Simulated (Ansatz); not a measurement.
**CH3 on Mg(0001), ontop start, 2x2 cell: photoemission fingerprints**

Wanted: core-level shifts and unfolded surface bands for CH3 on Mg(0001), ontop start, 2x2 cell.

Main program and level: Ansatz 0.2.0; DFT, PBE, plane-wave PAW, default files, scalar-relativistic.

**1. The structure**

The cell holds 4 atoms: 4 Mg. Its edges and angles: a = 3.190 Å, b = 3.190 Å, c = 22.785 Å, α = 90.0°, β = 90.0°, γ = 60.0°. It derives from Mg. Vacuum lies along c.

Structure file:

```cif
data_structure
_symmetry_space_group_name_H-M 'P 1'
_symmetry_Int_Tables_number 1
_cell_length_a 3.1900
_cell_length_b 3.1900
_cell_length_c 22.7850
_cell_angle_alpha 90.000
_cell_angle_beta 90.000
_cell_angle_gamma 60.000
_cell_volume 200.80
loop_
_atom_site_label
_atom_site_type_symbol
_atom_site_fract_x
_atom_site_fract_y
_atom_site_fract_z
_atom_site_occupancy
Mg1 Mg 0.00000 0.00000 0.67084 1
Mg2 Mg 0.66667 0.66667 0.55695 1
Mg3 Mg 0.00000 0.00000 0.44305 1
Mg4 Mg 0.66667 0.66667 0.32916 1
```

**2. The clean face**

The clean face is the reference for what the added atoms change.

The input, input.yaml:

```yaml
crystal:
  lattice:
    - [3.19, 0.0, 0.0]
    - [1.595, 2.7626210381, 0.0]
    - [0.0, 0.0, 22.785]
  atoms:
    - { symbol: Mg, position: [0.0, 0.0, 0.670836076] }
    - { symbol: Mg, position: [0.666666667, 0.666666667, 0.556945359] }
    - { symbol: Mg, position: [0.0, 0.0, 0.443054641] }
    - { symbol: Mg, position: [0.666666667, 0.666666667, 0.329163924] }
kpoints:
  mp_grid: { grid: [18, 18, 1] }
scf:
  occupations: { method: fermi_dirac, width: 0.05 }
  n_extra_bands: 12
hamiltonian:
  xc: pbe
  pseudopotentials: { kind: paw }
output:
  forces: true
  write_potential: true
  volumetric_format: []
  dos:
    projected: true
    de: 0.05
    e_range: [-30, 12]
    method: { smearing: { sigma: 0.1, scheme: gaussian } }
efield:
  axis: 3
  dipole_correction: true
relax:
  f_tol: 0.03
  max_steps: 50
  constraints: [{ sites: [2, 3] }]
```

Command:

```
$ ansatz run input.yaml --threads 8 --pin off --max-ram 20480MiB --backend cpu --events-out ev --progress --plain --runs-dir out
```

Numbers of over 12 decimals in the logs are rounded to 6 here.

The log of the run:

```text
scf.n_extra_bands = 12 over 20 filled bands (N_el = 40.0): the run solves 32 bands
Engine: ansatz 0.2.0, aarch64-unknown-linux-gnu
Pseudopotentials: kind: paw
Pseudopotential: Mg, paw, valence charge 10, recommended cutoff 420 eV (normal), Mg.paw.azcp
Functional definition: PBE
  parameter kappa = 0.804
  parameter beta = 0.066725
  exchange = pbe_x(kappa = kappa, mu = beta*pi^2/3)
  correlation = pbe_c(beta = beta)
Crystal: 4 atoms, lattice volume = 200.799 Å³
Basis set: ecut = 420 eV, 3977 PW (Γ), exchange–correlation on 48×48×320 points (8 copies of the dense FFT grid, shifted against one another)
Bands: 32, of which v1, the nominal top of the filled ones, is band 20 counted from 1 (19 counted from 0)
Symmetry: 6 space group operations
k-points: 37 of 324 (time reversal used)
Non-local potential: Mg, projectors of the file, l = 0: 3, l = 1: 2, l = 2: 1
PAW form: soft (Blöchl's): semilocal exchange-correlation on the pseudo side does not see the compensation charge
PAW one-centre angular grid: Mg, 110 points (default); XC on 64 Gauss nodes
Initial density: superposition of atomic densities (neutral atoms: chi_scale 0, normalization atom), corrected by the library's trained network
Initial wavefunctions: pseudopotential atomic-orbital guess
Functional: x = pbe(κ = 0.804, μ = 0.219515), c = pbe(β = 0.066725)
SCF iter   1: F=—  HF=-7694.609255 eV  |F-HF|=—  |Δ(HF+E_count)|=         —  Δρ=7.13e-4  dr2=4.73e-3  ethr=1.77e-3  p=0.000 e·Å  D=2.50e-14 V/Å  ΔV_dip=-0.00 eV  dr2_dipole=4.46e-8  V_vac-E_F(+/−)=3.83/3.83 eV  ⟨swp⟩=6.4  Hψ=6165  notcnv=0  defer=62
efield: sawtooth ramp at fractional position 0.9500 (placed from the atoms, in the widest stretch of the axis that holds none; the zero of the levels goes with the place), width 0.1000; the density the first Hamiltonian is built on has a dipole p = 0.000 e·Å; the dipole correction subtracts the counter field D = 2.50e-14 V/Å, which shifts the + side's vacuum level by -0.00 eV against the − side's; the planar-averaged density in the ramp window peaks in size at 5.0e-5 e/Å³
preconditioner: auto → LDOS  [metal: Δε(μ)=0.086 eV  Ē_g=7.186 eV  σ=0.050 eV  W_gap=0.35  n_scr=14 (ndim 8)  ℏωp=7.4 eV  f_vac=0.481  D(μ)=1.95/eV (n_scr^D=8)  β→1.0]
SCF iter   2: F=—  HF=-7694.609484 eV  |F-HF|=—  |Δ(HF+E_count)|=   2.28e-4  Δρ=2.75e-4  dr2=3.71e-4  ethr=1.18e-5  p=-0.000 e·Å  D=-3.93e-6 V/Å  ΔV_dip=0.00 eV  dr2_dipole=2.84e-8  V_vac-E_F(+/−)=3.79/3.79 eV  ⟨swp⟩=2.0  Hψ=1850  notcnv=0  defer=164
SCF iter   3: F=—  HF=-7694.609467 eV  |F-HF|=—  |Δ(HF+E_count)|=   1.61e-5  Δρ=1.05e-4  dr2=5.28e-5  ethr=9.26e-7  p=0.000 e·Å  D=2.16e-7 V/Å  ΔV_dip=-0.00 eV  dr2_dipole=3.48e-9  V_vac-E_F(+/−)=3.77/3.77 eV  ⟨swp⟩=3.0  Hψ=1891  notcnv=0  defer=164
iter 4 did not close the SCF: its close was put off for the readings that it lacked (scf_convergence_deferred on its scf_iter line)
SCF iter   4: F=-7694.609465 eV  HF=-7694.609464 eV  |F-HF|=4.17e-7  |Δ(HF+E_count)|=   3.18e-6  Δρ=1.62e-5  dr2=1.03e-6  ethr=1.32e-7  p=0.000 e·Å  D=8.22e-7 V/Å  ΔV_dip=-0.00 eV  dr2_dipole=2.45e-10  V_vac-E_F(+/−)=3.76/3.76 eV  ⟨swp⟩=3.0  Hψ=1864  notcnv=0  defer=164
iter 5 did not close the SCF: its close was put off for the readings that it lacked (scf_convergence_deferred on its scf_iter line)
SCF iter   5: F=-7694.609465 eV  HF=-7694.609465 eV  |F-HF|=2.46e-8  |Δ(HF+E_count)|=   7.02e-7  Δρ=4.33e-6  dr2=6.75e-8  ethr=2.57e-9  p=0.000 e·Å  D=1.82e-7 V/Å  ΔV_dip=-0.00 eV  dr2_dipole=3.57e-12  V_vac-E_F(+/−)=3.76/3.76 eV  ⟨swp⟩=2.1  Hψ=1616  notcnv=0  defer=164
SCF iter   6: F=-7694.609465 eV  HF=-7694.609465 eV  |F-HF|=2.17e-9  |Δ(HF+E_count)|=  9.82e-11  Δρ=1.92e-6  dr2=4.50e-9  ethr=1.69e-10  p=-0.000 e·Å  D=-1.12e-8 V/Å  ΔV_dip=0.00 eV  dr2_dipole=1.85e-12  V_vac-E_F(+/−)=3.76/3.76 eV  ⟨swp⟩=11.4  Hψ=7279  notcnv=0
SCF 1 converged in 6 iterations: F = -7694.609465 eV  dr2 = 4.50e-9
  greatest PAW one-centre occupation: 1.000 electrons in one spin orbital (limit 2), on the Mg atom at site 1 (counted from 0), in its partial waves of l = 0
relax step   1: F+E_penalty+E_count = -7694.60946500 eV  Δ(F+E_penalty+E_count) = +0.000e0 eV  max|allowed force component| = 4.974e-2 eV/Å  Δτ_max = 0.0000 Å  (6 SCF iters, dr2 threshold 2.25e-5 eV, accepted)
Initial density: handed on by an earlier stage of this run
Initial wavefunctions: those handed on with the density
iter 1 solved again at ethr=6.86e-6 eV; its pass at ethr=3.10e-3 eV (dr2=2.74e-3 eV) is discarded
SCF iter   1: F=—  HF=-7694.610398 eV  |F-HF|=—  |Δ(HF+E_count)|=         —  Δρ=2.56e-4  dr2=9.58e-4  ethr=6.86e-6  p=0.000 e·Å  D=2.34e-7 V/Å  ΔV_dip=-0.00 eV  dr2_dipole=1.75e-5  V_vac-E_F(+/−)=3.76/3.76 eV  ⟨swp⟩=2.4  Hψ=3967  notcnv=0  defer=173
efield: sawtooth ramp at fractional position 0.9500 (handed on by an earlier solve), width 0.1000; the density the first Hamiltonian is built on has a dipole p = 0.000 e·Å; the dipole correction subtracts the counter field D = 2.34e-7 V/Å, which shifts the + side's vacuum level by -0.00 eV against the − side's; the planar-averaged density in the ramp window peaks in size at 6.9e-6 e/Å³
preconditioner: auto → LDOS  [metal: Δε(μ)=0.022 eV  Ē_g=7.142 eV  σ=0.050 eV  W_gap=0.11  n_scr=14 (ndim 8)  ℏωp=7.4 eV  f_vac=0.478  D(μ)=2.05/eV (n_scr^D=8)  β→1.0]
SCF iter   2: F=—  HF=-7694.610327 eV  |F-HF|=—  |Δ(HF+E_count)|=   7.11e-5  Δρ=9.33e-5  dr2=1.14e-4  ethr=2.39e-6  p=-0.000 e·Å  D=-1.40e-4 V/Å  ΔV_dip=0.00 eV  dr2_dipole=2.04e-5  V_vac-E_F(+/−)=3.76/3.76 eV  ⟨swp⟩=1.8  Hψ=1146  notcnv=0  defer=173
SCF iter   3: F=—  HF=-7694.610326 eV  |F-HF|=—  |Δ(HF+E_count)|=   1.20e-6  Δρ=2.59e-5  dr2=5.72e-6  ethr=2.86e-7  p=0.000 e·Å  D=5.43e-5 V/Å  ΔV_dip=-0.00 eV  dr2_dipole=2.21e-8  V_vac-E_F(+/−)=3.76/3.76 eV  ⟨swp⟩=2.0  Hψ=1203  notcnv=0  defer=173
SCF iter   4: F=—  HF=-7694.610326 eV  |F-HF|=—  |Δ(HF+E_count)|=   4.01e-7  Δρ=5.63e-6  dr2=2.48e-7  ethr=1.43e-8  p=0.000 e·Å  D=1.01e-4 V/Å  ΔV_dip=-0.00 eV  dr2_dipole=2.37e-9  V_vac-E_F(+/−)=3.76/3.76 eV  ⟨swp⟩=2.0  Hψ=1154  notcnv=0  defer=173
SCF iter   5: F=-7694.610326 eV  HF=-7694.610326 eV  |F-HF|=3.82e-9  |Δ(HF+E_count)|=   4.16e-8  Δρ=1.44e-6  dr2=7.47e-9  ethr=2.50e-10  p=0.000 e·Å  D=1.30e-4 V/Å  ΔV_dip=-0.00 eV  dr2_dipole=9.57e-10  V_vac-E_F(+/−)=3.76/3.76 eV  ⟨swp⟩=13.9  Hψ=7284  notcnv=0
SCF 2 converged in 5 iterations: F = -7694.610326 eV  dr2 = 7.47e-9
  greatest PAW one-centre occupation: 1.000 electrons in one spin orbital (limit 2), on the Mg atom at site 2 (counted from 0), in its partial waves of l = 0
relax step   2: F+E_penalty+E_count = -7694.61032568 eV  Δ(F+E_penalty+E_count) = -8.607e-4 eV  max|allowed force component| = 1.373e-2 eV/Å  Δτ_max = 0.0300 Å  (5 SCF iters, accepted)
NSCF: frozen V_eff on 37 k-points
the band table was solved once a step of the walk had ended and its energy, with any forces and stress, was formed, with the checks that follow a solve (6766 applications of the Hamiltonian). They found nothing against the state; the energy, forces and stress were not computed again (output.eigenvalues in the input reference)
WARN: The output density's exchange-correlation potential varies sharply where the density is thin. Do not read a vacuum level from v_tot or v_xc, or from such a field of the output density. On a cell that repeats whose density bears no net charge and no dipole along the vacuum's axis use v_es (v_loc + v_h of the components); under efield.dipole_correction with no amplitude use v_es + v_field, which holds any externa [...]
SCF converged after 5 iterations
Free energy (F): -7694.610326 eV
Harris-Foulkes:  -7694.610326 eV  (|F-HF|=3.82e-9)
Internal energy: -7694.593863 eV  (E = F + TS)
E sigma→0 (E₀):  -7694.602094 eV
Entropy (-TS):   -0.016463 eV (-4.116 meV/atom)
Fermi energy:    0.592899 eV
Dipole field:    D = 0.000172 V/Å  (p = 0.000190 e·Å, saw-weighted, corrected)
Work function:   Φ+ = 3.7569 eV   Φ− = 3.7608 eV
Levels:          The Fermi level and band energies are counted from a zero that moves with the ramp; work functions are not
--- Per-component energies (eV) ---
  E_band       = -1631.482532
  E_kinetic    = 297.877345
  E_local      = -25631.497571  (includes V_loc(G=0)·N_el)
  E_nonlocal   = 383.031332
  E_hartree    = 11788.987731
  E_xc         = -112.358809
  E_vxc        = -144.879235  (∫ρ·V_xc dr)
  E_paw        = -1170.506755  (= ΣΔE_a)
  E_vpaw       = -113.982695  (= ΣTr[D̂ρ^β])
  E_aug_tail   = -0.000014  (compensation charges beyond the density's cutoff)
  E_efield     = 0.000000  (sawtooth field / dipole correction)
  E_vefield    = -0.000057  (∫n·V_field dr)
  E_ewald      = 6749.872877
  E_smearing   = -0.016463  (= −TS)
  E_closure    = -0.000000  (closes the sum)
  Σ components = -7694.610326   (vs F -7694.610326, Δ=0.00e0)
--- Forces (eV/Å), atoms counted from 1 ---
  atom   1  Mg     0.00000000    -0.00000000     0.01373073
  atom   2  Mg    -0.00000000     0.00000000    -0.01101555
  atom   3  Mg     0.00000000    -0.00000000     0.04485270
  atom   4  Mg    -0.00000000     0.00000000    -0.04757125
  max |Σ_I F_I| component: 3.38e-6 eV/Å
--- Band table (eV; the first three rows and the last of 37) ---
  k-point 0: bands = [... 16 lower, -6.0067, -5.2160, -3.9274, -2.1723, -0.4125, 1.7848, 3.3578, 4.3668, ... 8 higher]
  k-point 1: bands = [... 16 lower, -5.9456, -5.1553, -3.8673, -2.1125, -0.3558, 1.8422, 3.4164, 4.4257, ... 8 higher]
  k-point 2: bands = [... 16 lower, -5.7626, -4.9735, -3.6872, -1.9334, -0.1855, 2.0136, 3.5914, 4.6018, ... 8 higher]
  k-point 36: bands = [... 16 lower, 0.2973, 0.3234, 0.3321, 1.0002, 1.0056, 1.0143, 2.1722, 2.8225, ... 8 higher]
--- Relaxed structure (2 steps of the walk, 2 accepted, 0 SCFs on fresh bases) ---
  F+E_penalty+E_count = -7694.61032568 eV   max|allowed force component| = 1.373e-2 eV/Å
  atoms:
    - { symbol: Mg, position: [0, 0.0, 0.672154] }
    - { symbol: Mg, position: [0.666667, 0.666667, 0.557087] }
    - { symbol: Mg, position: [0.0, 0.0, 0.443054641] }
    - { symbol: Mg, position: [0.666667, 0.666667, 0.329163924] }
```

The job ended after 3.9 s (8 threads of Arm Neoverse V2, shared host; peak memory 0.69 GiB).

Step by step:

```
step  energy less that of the first step (eV)  largest force component (eV/Å)
   1                                   0.0000                          0.0497
   2                                  -0.0009                          0.0137
```

Forces are held to the 6 operations that the run works with; a distortion that breaks them can't arise in this run.

The atoms that moved most (Å):

```
atom     dx     dy     dz  length
 Mg1  0.000  0.000  0.030   0.030
```

Final coordinates:

```xyz
4
Lattice="3.1900 0.0000 0.0000 1.5950 2.7626 0.0000 0.0000 0.0000 22.7850" Properties=species:S:1:pos:R:3
Mg    0.0000    0.0000   15.3150
Mg    3.1900    1.8417   12.6932
Mg    0.0000    0.0000   10.0950
Mg    3.1900    1.8417    7.5000
```

Numbers from this step:

| Quantity | Value |
| --- | --- |
| free energy | -7694.6103 eV |
| energy at zero smearing | -7694.6021 eV |
| smearing term TS | 0.01646 eV |
| Fermi energy | 0.5929 eV |
| symmetry operations | 6 |
| zero of energy | Fermi level |
| share of occupied states in no projected shell | 0.2668 of the occupied states in the window |
| DOS at the Fermi level | 2.031 states/eV/cell |
| work function, upper face | 3.757 eV |
| work function, lower face | 3.760 eV |

The DOS has structure finer than the step of the table below, so its rows give means over 0.5 eV, whole bins alone (the curve runs from -8.32 to 6.17 eV). Peaks (eV: height): total 2.27: 3.33, 2.67: 3.45, 3.38: 3.25, 4.17: 5.11, 4.47: 4.22, 4.78: 3.36, 5.38: 4.76; Mg 3s -4.33: 1.24, -3.62: 1.46, -2.83: 1.64, -2.02: 1.58, -1.62: 1.38, -1.23: 1.35, 0.88: 0.983; Mg 3p* 2.67: 3.15, 3.38: 2.97, 4.17: 4.78, 4.47: 4.08, 4.78: 3.26, 5.38: 4.57, 5.97: 4.23.

* holds the states left over by the projection beside any projected weight of its own. Table of DOS by E, zero at the Fermi level; means over each step; values in states/eV/cell:

```
E (eV)    total    Mg 3s   Mg 3p*
  -7.5        0        0        0
  -7.0  0.00147  0.00146   5.5e-6
  -6.5    0.253    0.252  0.00102
  -6.0    0.439    0.436  0.00288
  -5.5    0.739    0.730  0.00912
  -5.0    0.735    0.723   0.0129
  -4.5    0.942    0.912   0.0296
  -4.0     1.06     1.01   0.0487
  -3.5     1.23     1.15   0.0828
  -3.0     1.26     1.12    0.133
  -2.5     1.33     1.15    0.173
  -2.0     1.63     1.30    0.332
  -1.5     1.50     1.05    0.446
  -1.0     1.93    0.987    0.941
  -0.5     1.94    0.613     1.33
   0.0     1.90    0.536     1.36
   0.5     1.56    0.465     1.10
   1.0     2.16    0.725     1.44
   1.5     2.29    0.406     1.89
   2.0     2.36    0.378     1.98
   2.5     2.73    0.342     2.39
   3.0     2.14    0.204     1.94
   3.5     2.88    0.245     2.64
   4.0     3.36    0.218     3.14
   4.5     3.54    0.134     3.41
   5.0     2.81   0.0767     2.73
   5.5     3.78    0.159     3.62
```

Maxima picked by a test of local sharpness, so broad peaks and shoulders can be missing; peaks within 0.45 eV of a curve's cut are left out. Valence peaks, by row:

```
photon energy (eV)  binding energy (eV)  height (% of the maximum within 13 eV)  main shell  its share (%)
              21.2                 2.15                                     100       Mg 3s          95.43
               100                  2.1                                     100       Mg 3s          88.87
               100                  1.1                                   99.77       Mg 3s          71.45
              1487                 2.15                                     100       Mg 3s          98.68
              5415                 3.55                                   83.38       Mg 3s          99.87
              5415                 2.15                                     100       Mg 3s          99.65
              8048                 3.55                                   83.44       Mg 3s          99.92
              8048                 2.15                                     100       Mg 3s          99.76
```

The planar mean, electrostatic potential oscillates, so the rows of the table below give means over windows of 1 Å about each position, cut where the curve ends. Its maxima inside the range that stand out by 2 % of the span (Å: eV): 8.8: 0.937, 11.4: 0.989, 14.0: 1.01. Its minima: 7.5: -11.8, 10.1: -11.8, 12.7: -11.8, 15.4: -11.8.

From the Fermi level. Planar mean, electrostatic potential against z; means over each step:

```
z (Å)  planar mean, electrostatic potential (eV)
    0                                       3.76
    1                                       3.76
    2                                       3.76
    3                                       3.76
    4                                       3.74
    5                                       3.58
    6                                       2.24
    7                                      -5.64
    8                                      -5.54
    9                                     -0.170
   10                                      -8.98
   11                                      -1.23
   12                                      -3.26
   13                                      -7.61
   14                                      0.309
   15                                      -7.57
   16                                      -3.40
   17                                       2.72
   18                                       3.64
   19                                       3.75
   20                                       3.76
   21                                       3.76
   22                                       3.76
```

Recipe: projected DOS times atomic cross section and asymmetry factor (unpolarised light, 90° from the beam), occupied states only, Fermi edge at 300 K, a Lorentzian width of 0.2 eV growing by 0.08 eV per eV of binding energy, and a resolution of 0.45 eV. Each atom is damped by exp[−depth/(λ cos θ)], θ = 0° from the normal, λ from the universal curve. Curves are cut 10 eV under the photon energy, above any shell that the free atom's threshold puts out of reach, or at the lower edge of the window: 8.3 eV at 21.2 eV, 8.3 eV at 100 eV, 8.3 eV at 1486.7 eV, 8.3 eV at 5414.7 eV and 8.3 eV at 8047.8 eV. Matrix elements of the solid and inelastic losses aren't modelled, nor non-dipole terms, which matter above 3 keV.

How the area divides among the shells (%):

```
 shell  21.2 eV  100 eV  1486.7 eV  5414.7 eV  8047.8 eV
 Mg 3s     93.1    84.3       98.0       99.5       99.6
Mg 3p*      6.9    15.7        2.0        0.5        0.4
```

Cross sections used, in Mb an electron:

```
 shell  21.2 eV  100 eV  1486.7 eV  5414.7 eV  8047.8 eV
 Mg 3s     0.12   0.029     1.8e-4     6.3e-6     2.0e-6
Mg 3p*    0.039   0.016     1.3e-5     1.3e-7     2.9e-8
```

At the Fermi level the DOS is 2.03 states/eV a cell.

(Part 1 of 5 ends here.)

[Logs are printed without paths, hosts, clocks, repeated set-up lines and the standing remarks that a program may print on its own settings, such as how far it seeks lower states.]

[Hosts, paths, dates, database ids (printed as entryN), source tags and the programs' standing remarks are cut or masked in the printed files.]

[Maps of the electrostatic potential energy from Ansatz leave out the sawtooth potential of an applied field or a dipole correction, so their vacuum need not be flat; work functions include it.]
